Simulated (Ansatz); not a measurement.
# Direct or indirect: AlN (P6_3mc)

```cif
data_structure
_symmetry_space_group_name_H-M 'P 1'
_symmetry_Int_Tables_number 1
_cell_length_a 3.1130
_cell_length_b 3.1130
_cell_length_c 4.9810
_cell_angle_alpha 90.000
_cell_angle_beta 90.000
_cell_angle_gamma 120.000
_cell_volume 41.80
loop_
_atom_site_label
_atom_site_type_symbol
_atom_site_fract_x
_atom_site_fract_y
_atom_site_fract_z
_atom_site_occupancy
Al1 Al 0.66667 0.33333 0.50000 1
Al2 Al 0.33333 0.66667 0.00000 1
N1 N 0.66667 0.33333 0.88000 1
N2 N 0.33333 0.66667 0.38000 1
```

Method: Ansatz, PBE, independent particles, without spin-orbit coupling, line width 0.15 eV (Gaussian). The band structure gives a fundamental gap of 4.21 eV. The spectrum of vertical transitions near the edge:

```tsv
E (eV)	Im ε, E ∥ xy	Im ε, E ∥ z
3.72	0.00	0.00
3.84	0.00	0.00
3.96	0.00	0.00
4.08	0.00	0.02
4.20	0.01	0.13
4.32	0.07	0.32
4.44	0.24	0.49
4.56	0.43	0.62
4.68	0.58	0.71
4.80	0.68	0.79
4.92	0.76	0.85
5.04	0.83	0.92
5.16	0.89	0.98
5.28	0.94	1.03
5.40	1.00	1.09
5.52	1.05	1.15
5.64	1.11	1.21
```

Task: Is the gap direct or indirect, and about where do vertical transitions set in?

Result: Direct: the band path has its least direct gap at the fundamental one, 4.21 eV, and the curves rise from there. Lines are broadened by 0.15 eV, which spreads the edge.

[Logs are printed without paths, hosts, clocks, repeated set-up lines and the standing remarks that a program may print on its own settings, such as how far it seeks lower states.]
